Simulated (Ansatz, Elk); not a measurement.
## How far do independent atoms describe NiH2S2?

The structure of NiH2S2 used here is made up (a known structure type with other elements) and was relaxed beforehand with PBE. The aim is the Fourier transform of its all-electron density, F(hkl), set beside the sum over free spherical atoms that refinements use.

Main program and level: Elk 11.2.3 (patched build); DFT, PBE, all-electron APW+lo, Dirac cores, scalar-relativistic bands, static density, ferromagnetic start.

The structure was built from a prototype and need not be the compound's stable phase.

**1. The starting structure**

The structure is trigonal, space group P-3m1 (No. 164). Conventional cell: a = 3.688 Å, b = 3.688 Å, c = 6.370 Å, α = 90.00°, β = 90.00°, γ = 120.00°. Nearest to Ni lie 6 S at 2.41 Å. Nearest to S lie 1 H at 1.36 Å and 3 Ni at 2.41 Å. Nearest to H lie 1 S at 1.36 Å. Farther neighbours and most contacts between anions are not listed.

**2. Ground state and structure factors**

An all-electron density is needed, since X-rays see the cores too. Task 0 finds the density and task 195 Fourier-transforms it; tshift is off so that phases refer to the origin typed.

The input, elk.in:

```
tasks
  0
  195
  196

xctype
  20

spinpol
  .true.

rgkmax
  7.0

gmaxvr
  14.0

lmaxo
  7

lmaxapw
  8

swidth
  0.002

tshift
  .false.

ramdisk
  .false.

hmaxvr
  5.5

maxscl
  120

epspot
  1e-06

reducebf
  0.8

sppath
  './'

avec
  6.97011157994 -0.00000000000 0.00000000000
  -3.48505578997 6.03629369544 -0.00000000000
  0.00000000000 0.00000000000 12.03766941228

atoms
  3
  'Ni.in'
  1
  0.0000000000 -0.0000000000 -0.0000000000   0.000000 0.000000 -0.065000
  'S.in'
  2
  0.6666666667 0.3333333333 0.8222291653   0.000000 0.000000 0.000000
  0.3333333333 0.6666666667 0.1777708347   0.000000 0.000000 0.000000
  'H.in'
  2
  0.6666666667 0.3333333333 0.6086327750   0.000000 0.000000 0.000000
  0.3333333333 0.6666666667 0.3913672250   0.000000 0.000000 0.000000

ngridk
  6 6 3
```

The run is started by

```bash
OMP_NUM_THREADS=4 elk
```

Numbers of over 12 decimals in the logs are rounded to 6 here.

The program printed:

```text
┌─────────────────────────┐
│ Elk code version 11.2.3 │
└─────────────────────────┘

All units are atomic (Hartree, Bohr, etc.)

┌─────────────────────────────────────────────────┐
│ Ground-state run starting from atomic densities │
└─────────────────────────────────────────────────┘

Lattice vectors :
   6.970111580      -0.000000000       0.000000000
  -3.485055790       6.036293695      -0.000000000
   0.000000000       0.000000000       12.03766941

Reciprocal lattice vectors :
  0.9014468757      0.5204505964      -0.000000000
   0.000000000       1.040901193      -0.000000000
   0.000000000       0.000000000      0.5219602808

Unit cell volume      :    506.4685764
Brillouin zone volume :   0.4897642717

Muffin-tin inner radius fraction :   0.1000000000E-01

Nuclei treated as point charges

Species : 1 (Ni)
 parameters loaded from : Ni.in
 name : nickel
 nuclear charge    :   -28.00000000
 electronic charge :    28.00000000
 atomic mass :    106991.5231
 muffin-tin radius :    2.400000000
 number of radial points in muffin-tin :    993
 inner part over the whole radius :   0.9944305101E-02
 number on inner part of muffin-tin    :    701
 approximate nuclear radius :   0.7325707712E-04
 number of mesh points to nuclear radius :    335
 atomic positions (lattice), magnetic fields (Cartesian) :
  1 :   0.00000000  0.00000000  0.00000000    0.00000000  0.00000000 -0.06500000

Species : 2 (S)
 parameters loaded from : S.in
 name : sulphur
 nuclear charge    :   -16.00000000
 electronic charge :    16.00000000
 atomic mass :    58450.91931
 muffin-tin radius :    1.540735004
 number of radial points in muffin-tin :    793
 inner part over the whole radius :   0.9834342574E-02
 number on inner part of muffin-tin    :    548
 approximate nuclear radius :   0.6195814986E-04
 number of mesh points to nuclear radius :    256
 atomic positions (lattice), magnetic fields (Cartesian) :
  1 :  -0.33333333  0.33333333 -0.17777083    0.00000000  0.00000000  0.00000000
  2 :   0.33333333 -0.33333333  0.17777083    0.00000000  0.00000000  0.00000000

Species : 3 (H)
 parameters loaded from : H.in
 name : hydrogen
 nuclear charge    :   -1.000000000
 electronic charge :    1.000000000
 atomic mass :    1837.362221
 muffin-tin radius :   0.9804677299
 number of radial points in muffin-tin :    393
 inner part over the whole radius :   0.9925348712E-02
 number on inner part of muffin-tin    :    255
 approximate nuclear radius :   0.2766748019E-04
 number of mesh points to nuclear radius :     80
 atomic positions (lattice), magnetic fields (Cartesian) :
  1 :  -0.33333333  0.33333333 -0.39136722    0.00000000  0.00000000  0.00000000
  2 :   0.33333333 -0.33333333  0.39136722    0.00000000  0.00000000  0.00000000

Total number of atoms per unit cell :    5
Total muffin-tin volume :    96.44300870
 ratio of muffin-tin to unit cell volume :   0.1904224925

Spin treatment :
 spin-polarised
 global magnetic field (Cartesian) :    0.000000000       0.000000000       0.000000000
 collinear magnetisation in z-direction

Number of Bravais lattice symmetries :   24
Number of crystal symmetries         :   12
Crystal has inversion symmetry
Real symmetric eigensolver will be used

k-point grid :      6     6     3
k-point offset :    0.000000000       0.000000000       0.000000000
k-point set is reduced with full crystal symmetry group
Total number of k-points :       17

Muffin-tin radius times maximum |G+k| :    7.000000000
 using average radius
Maximum |G+k| for APW functions       :    4.702780593
Maximum (1/2)|G+k|²                   :    11.05807265
Maximum |G| for potential and density :    14.00000000
Constant for pseudocharge density :    8
 order of it for each species :   15  15   9
 order of it for pair densities of each species (exact exchange by exxq0 0: 16) :   15  10   4
Radial integration step length :    1

G-vector grid sizes :     32    32    54
Number of G-vectors :    23309

Maximum angular momentum used for
[...]
sum of occupied eigenvalues :     -1326.6405932590
 electron kinetic            :      2348.0190596489
 core electron kinetic       :      2161.7808351471
 Coulomb                     :     -4552.8528428064
 Coulomb potential           :     -3524.8545518410
 nuclear-nuclear             :     -239.69884576513
 electron-nuclear            :     -5106.3803349613
 Hartree                     :      793.22633792000
 Madelung                    :     -2790.4255668859
 xc potential                :     -149.74394943795
 xc effective B-field        :    -0.61151627447464E-01
 external B-field            :      0.000000
 exchange                    :     -112.93101891480
 correlation                 :     -2.645435
 electron entropic           :    -0.53706367149233E-03
 total energy                :     -2320.4107740997
 (external B-field energy excluded from total)

Density of states at Fermi energy :    37.85698601
 (states/Hartree/unit cell)

Estimated indirect band gap :   0.4393237829E-02
 from k-point 12 to k-point 4
Estimated direct band gap   :   0.6074504286E-02
 at k-point 4

Charges :
 core                        :    32.00000000
 valence                     :    30.00000000
 interstitial                :    9.452789172
 muffin-tins (core leakage)
  species : 1 (Ni)
[...]
species : 2 (S)
[...]
species : 3 (H)
   atom 1                    :   0.4641962883     (   0.000000000    )
   atom 2                    :   0.4641962883     (   0.000000000    )
 total in muffin-tins        :    52.54721083
 total calculated charge     :    61.98926906
 total charge                :    62.00000000
 error                       :   0.1073093543E-01

Moments :
 interstitial                :  -0.3721939097
 muffin-tins
  species : 1 (Ni)
[...]
species : 2 (S)
[...]
species : 3 (H)
[...]
total in muffin-tins        :   -1.527223578
 total moment                :   -1.899417488

RMS change in Kohn-Sham potential (target) :   0.8799126073E-06 (  0.1000000000E-05)
Absolute change in total energy (target)   :   0.2817519089E-06 (  0.1000000000E-03)

Convergence targets achieved

┌──────────────────┐
│ Loop number : 95 │
└──────────────────┘

Energies :
 Fermi                       :     0.137195
 sum of occupied eigenvalues :     -1326.6405928443
 electron kinetic            :      2348.0190596883
 core electron kinetic       :      2161.7808352699
 Coulomb                     :     -4552.8528425108
 Coulomb potential           :     -3524.8545520521
 nuclear-nuclear             :     -239.69884576513
 electron-nuclear            :     -5106.3803341663
 Hartree                     :      793.22633742070
 Madelung                    :     -2790.4255664847
 xc potential                :     -149.74394888125
 xc effective B-field        :    -0.61151590920515E-01
 external B-field            :      0.000000
 exchange                    :     -112.93101886341
 correlation                 :     -2.645435
 electron entropic           :    -0.53706547209226E-03
 total energy                :     -2320.4107737168
 (external B-field energy excluded from total)

Density of states at Fermi energy :    37.85713662
 (states/Hartree/unit cell)

Estimated indirect band gap :   0.4393233971E-02
 from k-point 12 to k-point 4
Estimated direct band gap   :   0.6074470544E-02
 at k-point 4

Charges :
 core                        :    32.00000000
 valence                     :    30.00000000
 interstitial                :    9.452789156
 muffin-tins (core leakage)
  species : 1 (Ni)
   atom 1                    :    27.15956827     (  0.2737334624E-03)
  species : 2 (S)
   atom 1                    :    12.22962500     (  0.5499859574E-02)
   atom 2                    :    12.22962500     (  0.5499859574E-02)
  species : 3 (H)
   atom 1                    :   0.4641962888     (   0.000000000    )
   atom 2                    :   0.4641962888     (   0.000000000    )
 total in muffin-tins        :    52.54721084
 total calculated charge     :    61.98926906
 total charge                :    62.00000000
 error                       :   0.1073093545E-01

Moments :
 interstitial                :  -0.3721938137
 muffin-tins
  species : 1 (Ni)
[...]
species : 2 (S)
[...]
atom 2                    :  -0.1256954957
  species : 3 (H)
   atom 1                    :  -0.3395251344E-02
   atom 2                    :  -0.3395251344E-02
 total in muffin-tins        :   -1.527223149
 total moment                :   -1.899416963

┌──────────────────────────────┐
│ Self-consistent loop stopped │
└──────────────────────────────┘

Warning : core states of species 1 leak from the muffin-tin :   0.2737334624E-03

Warning : core states of species 2 leak from the muffin-tin :   0.5499859574E-02

Wrote STATE.OUT
```

It took 9.4 min on 4 threads of Arm Neoverse V1, shared host; peak memory 0.35 GiB; 32 min of CPU time.

SFACRHO.OUT:

```text

h k l indices transformed by vhmat matrix:
   1.000000000       0.000000000       0.000000000    
   0.000000000       1.000000000       0.000000000    
   0.000000000       0.000000000       1.000000000    

      h      k      l  multipl.   |H|            Re(F)            Im(F)           |F|

      0      0      0      1   0.0000000       61.999999      0.50535886E-16   61.999999    
      0      0      1      2  0.52196028       38.463226     -0.17503019E-14   38.463226    
     -1      1      0      6   1.0409012       10.781728      0.17640298E-14   10.781728    
      0      0     -2      2   1.0439206       8.4848630      0.90603865E-15   8.4848630    
     -1      1     -1      6   1.1644388       37.590580      0.13727858E-16   37.590580    
      1      0      1      6   1.1644388     -0.86606035      0.48047504E-14  0.86606035    
     -1      1     -2      6   1.4741931       41.543233      0.18875805E-15   41.543233    
      1     -1     -2      6   1.4741931       14.143703      0.17434380E-14   14.143703    
      0      0     -3      2   1.5658808       1.0520036      0.10776369E-14   1.0520036    
      1      1      0      6   1.8028938       39.244716     -0.11730110E-13   39.244716    
     -2      1      1     12   1.8769306       26.759838      0.43208434E-14   26.759838    
     -1      1      3      6   1.8802814       30.930401     -0.19197552E-16   30.930401    
      0     -1     -3      6   1.8802814       25.315185     -0.16885266E-14   25.315185    
     -2      2      0      6   2.0818024       8.9995728     -0.41183575E-16   8.9995728    
     -1      2     -2     12   2.0833137       7.2756519      0.89231079E-15   7.2756519    
      0      0     -4      2   2.0878411       12.916159     -0.15443841E-16   12.916159    
      0      2      1      6   2.1462394      0.46457207      0.79209742E-14  0.46457207    
      0      2     -1      6   2.1462394       28.075180     -0.54139241E-14   28.075180
```

Elk indexes on the primitive cell of elk.in and gives |H| = 4π sin θ/λ in inverse bohr. Below, one row stands for each form hkl of the conventional cell (m members, Friedel mates merged), F is for one primitive cell and the density is static (no thermal factor). Free-atom factors are Waasmaier and Kirfel's, and R is Σm||F|−|F'||/Σm|F|. Elk warned that it couldn't find a linearisation energy, which lowers the accuracy of some states in this run and its variants.

```csv
hkl,m,sin θ/λ (Å⁻¹),"abs F, DFT",neutral atoms,diff.
001,2,0.079,38.463,38.169,+0.294
100,6,0.157,10.782,10.729,+0.053
002,2,0.157,8.485,8.739,-0.255
011,6,0.175,37.591,37.296,+0.295
101,6,0.175,0.866,0.697,+0.170
012,6,0.222,41.543,41.498,+0.045
102,6,0.222,14.144,14.098,+0.045
003,2,0.235,1.052,1.224,-0.172
110,6,0.271,39.245,39.322,-0.077
111,12,0.282,26.760,27.032,-0.273
103,6,0.283,30.930,31.181,-0.250
013,6,0.283,25.315,25.343,-0.027
200,6,0.313,9.000,9.190,-0.190
112,12,0.313,7.276,7.465,-0.190
004,2,0.314,12.916,13.540,-0.624
021,6,0.323,0.465,0.497,-0.033
201,6,0.323,28.075,28.097,-0.022
022,6,0.350,11.353,11.066,+0.287
202,6,0.350,33.098,33.309,-0.212
014,6,0.351,5.297,5.061,+0.236
104,6,0.351,33.440,33.422,+0.018
113,12,0.359,0.930,0.769,+0.161
```

**3. The magnetisation density**

The same run holds the spin density, and task 196 transforms it. The order is that of the start, and no other was tried.

SFACMAG_1.OUT:

```text

h k l indices transformed by vhmat matrix:
   1.000000000       0.000000000       0.000000000    
   0.000000000       1.000000000       0.000000000    
   0.000000000       0.000000000       1.000000000    

      h      k      l  multipl.   |H|            Re(F)            Im(F)           |F|

      0      0      0      1   0.0000000      -1.8994169     -0.25439305E-17   1.8994169    
      0      0      1      2  0.52196028      -1.3151133     -0.49200430E-16   1.3151133    
     -1      1      0      6   1.0409012     -0.92315354     -0.19358425E-16  0.92315354    
      0      0     -2      2   1.0439206     -0.73988231      0.34212397E-16  0.73988231    
     -1      1     -1      6   1.1644388      -1.2039645     -0.29131480E-16   1.2039645    
      1      0      1      6   1.1644388     -0.81773261     -0.11582880E-16  0.81773261    
     -1      1     -2      6   1.4741931      -1.1319051      0.28420957E-17   1.1319051    
      1     -1     -2      6   1.4741931     -0.92959802     -0.96792126E-17  0.92959802    
      0      0     -3      2   1.5658808     -0.69682783     -0.15926461E-16  0.69682783    
      1      1      0      6   1.8028938     -0.84386869     -0.11327558E-16  0.84386869    
     -2      1      1     12   1.8769306     -0.81364732     -0.87139725E-17  0.81364732    
     -1      1      3      6   1.8802814     -0.87749659     -0.99707955E-17  0.87749659    
      0     -1     -3      6   1.8802814     -0.81263934      0.12628557E-16  0.81263934    
     -2      2      0      6   2.0818024     -0.76216926      0.77755447E-18  0.76216926    
     -1      2     -2     12   2.0833137     -0.71852092     -0.60059380E-17  0.71852092    
      0      0     -4      2   2.0878411     -0.69520364     -0.31571393E-16  0.69520364
```

The total moment is 1.90 μB a cell; sphere moments: Ni1 +1.27, S2 +0.13, S3 +0.13, H4 0.00, H5 0.00 μB. Polarised neutrons measure spin and orbital magnetisation together; without spin-orbit coupling the run gives the spin part:

```csv
hkl,sin θ/λ (Å⁻¹),abs F_M (μB)
001,0.079,1.315
100,0.157,0.923
002,0.157,0.740
011,0.175,1.204
101,0.175,0.818
012,0.222,1.132
102,0.222,0.930
003,0.235,0.697
110,0.271,0.844
111,0.282,0.814
103,0.283,0.877
013,0.283,0.813
200,0.313,0.762
112,0.313,0.719
```

**4. The highest occupied states alone**

An energy window below the Fermi level keeps the highest occupied states, to see at which angles they scatter; shallow core shells can lie inside it and anion s states outside. No new self-consistency is needed.

elk.in: that of step 2 with these lines changed.

```diff
@@ -1,5 +1,3 @@
 tasks
-  0
   195
-  196
 
@@ -44,2 +42,5 @@
 
+wsfac
+  -0.414050 0.437190
+
 sppath
```

The run is started by

```bash
OMP_NUM_THREADS=4 elk
```

The program printed:

```text
┌─────────────────────────────────┐
│ Elk code version 11.2.3 started │
└─────────────────────────────────┘

Info(readinput): the functional depends on the density's gradient
 muffin-tin radial points multiplied by    2.00000
 (not where nrmtscf is given)

┌────────────────────┐
│ Current task : 195 │
└────────────────────┘
Info(checkmt): changed muffin-tin radius of species 2 (S) from   2.2000 to   1.5407
Info(checkmt): changed muffin-tin radius of species 3 (H) from   1.4000 to   0.9805

Warning(linengy): could not find 1 linearisation energies in s.c. loop 1

Info(sfacrho): density structure factors written to SFACRHO.OUT

 Energy window :  -0.4140500000      0.4371900000

┌──────────────────┐
│ Elk code stopped │
└──────────────────┘
```

Elapsed: 7.9 s, on 4 threads; peak memory 0.19 GiB.

States within 15 eV below the Fermi level hold 23.97 electrons; any levels below the window count with the cores. Their amplitudes can exceed the total, where window and core parts have opposite phase:

```csv
hkl,sin θ/λ (Å⁻¹),"abs F, window","abs F, all"
001,0.079,12.043,38.463
100,0.157,3.463,10.782
002,0.157,3.397,8.485
011,0.175,10.180,37.591
101,0.175,1.479,0.866
012,0.222,7.082,41.543
102,0.222,5.073,14.144
003,0.235,3.261,1.052
110,0.271,6.055,39.245
111,0.282,3.919,26.760
```

(Continued in part 2 of 2.)

[Logs are printed without paths, hosts, clocks, repeated set-up lines and the standing remarks that a program may print on its own settings, such as how far it seeks lower states.]

[Hosts, paths, dates, database ids (printed as entryN), source tags and the programs' standing remarks are cut or masked in the printed files.]
